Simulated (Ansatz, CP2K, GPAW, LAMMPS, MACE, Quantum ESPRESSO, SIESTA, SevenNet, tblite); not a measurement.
# How far do other methods lie from plane waves? Liquid Ge at 2600 K (66 atoms)

One geometry of liquid Ge at 2600 K (66 atoms) is solved by several programs and methods. How far do their forces lie from a plane-wave PBE run?

Results are calculated, not measured.

## Step 1: The structure

The cell holds 66 atoms (66 Ge), with edges of 11.47, 11.47 and 11.47 Å. Recipe: 66 atoms (66 Ge) placed at random at 5.27 g/cm³, melted at 3500 K for 10 ps at fixed volume with the Tersoff potential (Tersoff, Phys. Rev. B 39, 5566 (1989)). Snapshot at the end of a hold of 5 ps at 2600 K and fixed volume. The density is 5.27 g/cm³.

## Step 2: The reference input

Quantum ESPRESSO 7.5: Kohn-Sham DFT, PBE, SSSP efficiency 1.3.0 pseudopotentials, plane waves. Its input, pw.in:

```
&control
  calculation = 'scf'
  pseudo_dir = './pseudo'
  outdir = './tmp'
  disk_io = 'none'
  tprnfor = .true.
  tstress = .true.
/
&system
  ibrav = 0
  nat = 66
  ntyp = 1
  ecutwfc = 45
  ecutrho = 360
  nosym = .true.
  occupations = 'smearing'
  smearing = 'fd'
  degauss = 0.003675
/
&electrons
  conv_thr = 3.3e-07
  electron_maxstep = 100
  mixing_beta = 0.2
  mixing_mode = 'local-TF'
  diagonalization = 'david'
/
ATOMIC_SPECIES
Ge 72.630 Ge.upf
CELL_PARAMETERS angstrom
11.47290 0.00000 0.00000
0.00000 11.47290 0.00000
0.00000 0.00000 11.47290
ATOMIC_POSITIONS crystal
Ge 0.03861 0.74380 0.99419
Ge 0.26621 0.05487 0.44122
Ge 0.11753 0.59678 0.11592
Ge 0.62845 0.64248 0.48673
[... 60 atom lines left out ...]
Ge 0.80169 0.17951 0.30231
Ge 0.17246 0.95753 0.27342
K_POINTS gamma
```

```console
$ OMP_NUM_THREADS=1 mpirun -np 4 pw.x -in pw.in > output.txt
```

It took 4.2 min on 4 MPI ranks of Arm Neoverse V1, shared host; peak memory 4.6 GiB.

It converged with an r.m.s. force component of 0.90 eV/Å and a pressure of 4.5 GPa.

## Step 3: What was run beside it

- CP2K 2026.2: Gaussian basis with GTH pseudopotentials and a plane-wave density; labels give functional, basis (MOLOPT sets; SR short-range, UZH the newer set with its own potentials), grid cutoff/relative cutoff and solver (OT: orbital transformation; TRS4, TC2, SIGN: linear-scaling purification with its sparsity filter), or its built-in tight binding.
- GPAW 26.7.0: PAW with atomic orbitals (LCAO), plane waves or a real-space grid of spacing h.
- MACE: machine-learned potential, published weights.
- SIESTA 5.4.2: numerical atomic orbitals, whose automatically made sets are far from complete, with PseudoDojo norm-conserving potentials that we converted to its format (checked against plane waves on the same files for H, C, O, Si, Ge and Ca alone); labels give functional, basis size, energy shift and mesh cutoff.
- SevenNet: machine-learned potential, published weights.
- tblite 0.8.0: extended tight binding, driven from Python.

All use the same cell and atoms, and the electronic-structure runs the same k-mesh.

## Step 4: All runs compared

Differences are against the reference: forces as r.m.s. over components, share as that over the reference's r.m.s. force, slope as the fitted ratio of a run's forces to the reference's.

```csv
run,"Δ force, r.m.s. (meV/Å)",share (%),slope,Δ pressure (GPa),cores,CPU time,memory (GiB)
reference,-,-,-,-,4,17 min,4.6
"CP2K PBE+D3(BJ), DZVP-UZH, 350/50 Ry, diagonalisation",102,11.4,0.957,-0.362,2,2.7 min,2.2
"CP2K PBE, DZVP-UZH, 122/50 Ry, diagonalisation (coarse)",37.9,4.22,0.994,0.915,2,1.7 min,0.79
"CP2K PBE, DZVP-UZH, 175/50 Ry, diagonalisation (coarse)",38,4.23,0.994,0.915,2,1.9 min,1.1
"CP2K PBE, DZVP-UZH, 350/50 Ry, diagonalisation",38.0,4.23,0.994,0.915,2,2.6 min,2.2
"CP2K PBE, DZVP-UZH, 350/70 Ry, diagonalisation",38.0,4.23,0.994,0.915,2,3.4 min,2.2
"CP2K PBE, TZV2P-UZH, 350/50 Ry, diagonalisation",22.5,2.51,0.996,0.620,4,7.9 min,5.0
"CP2K PBE, TZVP-UZH, 350/50 Ry, diagonalisation",34.2,3.81,1.001,0.696,4,3 min,3.9
"CP2K RPBE, PBE potentials, DZVP-UZH, 350/50 Ry, diagonalisation",39.7,4.42,0.990,1.29,2,2.6 min,2.2
"CP2K r2SCAN, SCAN potentials, DZVP-UZH(SCAN), 600/50 Ry, diagonalisation",239,26.6,0.857,-4.94,2,8.6 min,4.8
"GPAW PBE, LCAO dzp, h 0.2 Å",101,11.3,1.095,-,1,4.3 min,1.4
"GPAW PBE, LCAO dzp, h 0.2 Å, other mixer settings",101,11.3,1.094,-,1,5.2 min,1.3
"GPAW PBE, LCAO sz(dzp), h 0.2 Å (coarse)",335,37.3,1.305,-,1,70 s,1.0
MACE MPA-0 medium potential,207,23.0,0.975,-0.762,1,8.4 s,0.79
"SIESTA PBE, TZP, shift 0.01 Ry, mesh 300 Ry",159,17.6,1.111,1.95,2,8.4 min,1.8
SevenNet 0 potential,234,26.0,0.915,-1.30,1,8.2 s,0.7
SevenNet l3i5 potential,236,26.3,0.939,-1.39,1,10 s,0.97
tblite GFN1-xTB,328,36.5,0.857,0.464,1,7.5 s,0.14
```

Rows marked coarse were listed beforehand as settings not expected to be converged; some can still land near the reference.

Times of the machine-learned potentials are mostly Python's start and the loading of weights.

Runs without a result: CP2K GFN1-xTB, diagonalisation (not converged).

CPU time is summed over cores on shared hosts, so it is rough.

## Step 5: What came out

Forces lie from 2.5 % (CP2K PBE, TZV2P-UZH, 350/50 Ry, diagonalisation) to 37 % (GPAW PBE, LCAO sz(dzp), h 0.2 Å, coarse) of the reference's r.m.s. force of 0.90 eV/Å away from it. The PBE runs in local orbitals, coarse settings apart, differ by 2.5 % (CP2K PBE, TZV2P-UZH, 350/50 Ry, diagonalisation) to 18 % (SIESTA PBE, TZP, shift 0.01 Ry, mesh 300 Ry); basis, grid and potentials can all enter. Tight binding differs by 37 % (tblite GFN1-xTB); it is another model, with fitted parameters of its own, and the xTB methods hold dispersion. Machine-learned potentials differ by 23 % (MACE MPA-0 medium potential) to 26 % (SevenNet l3i5 potential); they were trained on other programs' data.

Rows with another functional or a dispersion term differ by 4.4 % (CP2K RPBE, PBE potentials, DZVP-UZH, 350/50 Ry, diagonalisation) to 27 % (CP2K r2SCAN, SCAN potentials, DZVP-UZH(SCAN), 600/50 Ry, diagonalisation), which mixes the change of model with differences of basis and potentials, some of them made for another functional. Runs with settings chosen to be coarse differ by 4.2 % (CP2K PBE, DZVP-UZH, 122/50 Ry, diagonalisation) to 37 % (GPAW PBE, LCAO sz(dzp), h 0.2 Å), their programs' other errors included. GPAW PBE, LCAO sz(dzp), h 0.2 Å stiffens the forces by a factor of 1.31 while following their directions (correlation 0.987); the slopes of the 3 GPAW runs lie between 1.09 and 1.31. From CP2K PBE, DZVP-UZH, 122/50 Ry, diagonalisation to the finer CP2K PBE, DZVP-UZH, 350/70 Ry, diagonalisation the share goes from 4.22 to 4.23 %, so the grid isn't what parts these runs from the reference. Pressures at PBE, coarse settings apart, lie +0.62 to +1.95 GPa from the reference's.

Caveats: Periodic xTB results under one method name differ between programs and library versions. The potentials hold different valence shells: 924 electrons in the reference, 264 in CP2K with TZVP-UZH and 264 in GPAW; this bears on time and differences. GPAW's setups keep the filled d shell of Ge in the core. The reference's pressure holds the uncorrected Pulay stress of its 45 Ry basis, so small pressure differences may be the reference's own error. The frame stands for 2600 K, but pressures are static and levels are smeared at 580 K, under the temperature of the frame, which matters where levels are partly filled. Machine-learned potentials mimic data converged in k, so the reference's own k-point error enters their differences. The network of bonds at the start is that of the classical potential that made the cell, and needn't be the one that DFT or experiment would give. The electronic-structure runs sample only Γ, in a cell whose shortest periodic width is 11 Å, which is coarse for a cell with partly filled levels. Spin–orbit coupling is left out. Where levels are smeared, the DFT runs use Fermi–Dirac occupations at 580 K (0.05 eV), and energies are free energies. The reference's cutoffs and mesh weren't converged further here.

[Logs are printed without paths, hosts, clocks, repeated set-up lines and the standing remarks that a program may print on its own settings, such as how far it seeks lower states.]

[Hosts, paths, dates, database ids (printed as entryN), source tags and the programs' standing remarks are cut or masked in the printed files.]

[Cells were taken only where this reference lay near another plane-wave run.]
